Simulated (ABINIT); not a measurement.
Planning a run of ABINIT 10.8.3 on BiOBr (P4/nmm). The input:

```
acell 3*1.0 Angstrom
rprim 
  3.916000000000 0.000000000000 0.000000000000
  0.000000000000 3.916000000000 0.000000000000
  0.000000000000 0.000000000000 8.077000000000
ntypat 3
znucl 83 35 8
natom 6
typat 1 1 2 2 3 3
xred 
  0.000000000000 0.500000000000 0.154000000000
  0.500000000000 0.000000000000 0.846000000000
  0.000000000000 0.500000000000 0.653000000000
  0.500000000000 0.000000000000 0.347000000000
  0.000000000000 0.000000000000 0.000000000000
  0.500000000000 0.500000000000 0.000000000000
pp_dirpath "pseudos"
pseudos "Bi.upf, Br.upf, O.upf"
ecut 42
ngkpt 4 4 2
nshiftk 1
shiftk 0 0 0
kptopt 1
chksymbreak 0
istwfk *1
occopt 1
irdwfk 1
optdriver 3
nband 139
ecuteps 4
inclvkb 2
awtr 1
symchi 1
gwcalctyp 28
mbpt_sciss 1.883 eV
nqptdm 1
qptdm 
  0 0 0
indata_prefix "in"
outdata_prefix "out"
tmpdata_prefix "tmp"
```

The database entry behind the starting cell differs from later determinations by our own check (0.1 to 0.3 % short, probably kX units), so it need not match the best structure at ambient conditions.

```sh
OMP_NUM_THREADS=1 mpirun -n 24 abinit run.abi > log
```

Q: Estimate wall time and host memory on 24 MPI ranks of Arm Neoverse N1, shared host.

It took 53 s; on shared hardware allow 27 s to 1.8 min. Peak host memory was 18 GiB.

[Paths, hosts, dates, memory and timing lines, banners, echoed tables and standing remarks are left out of the program output.]

[Logs are printed without paths, hosts, clocks, repeated set-up lines and the standing remarks that a program may print on its own settings, such as how far it seeks lower states.]

[Runs of the session that timed out or met a known fault of the program may be left out.]

[Hosts, paths, dates, database ids (printed as entryN), source tags and the programs' standing remarks are cut or masked in the printed files.]

[G0W0 gaps are taken among the corrected bands and points alone; a level outside them can change the order at an edge.]

[Where Ansatz stands beside ABINIT at settings called matched, ABINIT's density can come from a denser mesh and the files from another edition; pairs whose starting gaps differed by over 0.03 eV were left out, so agreement reads better than it is.]
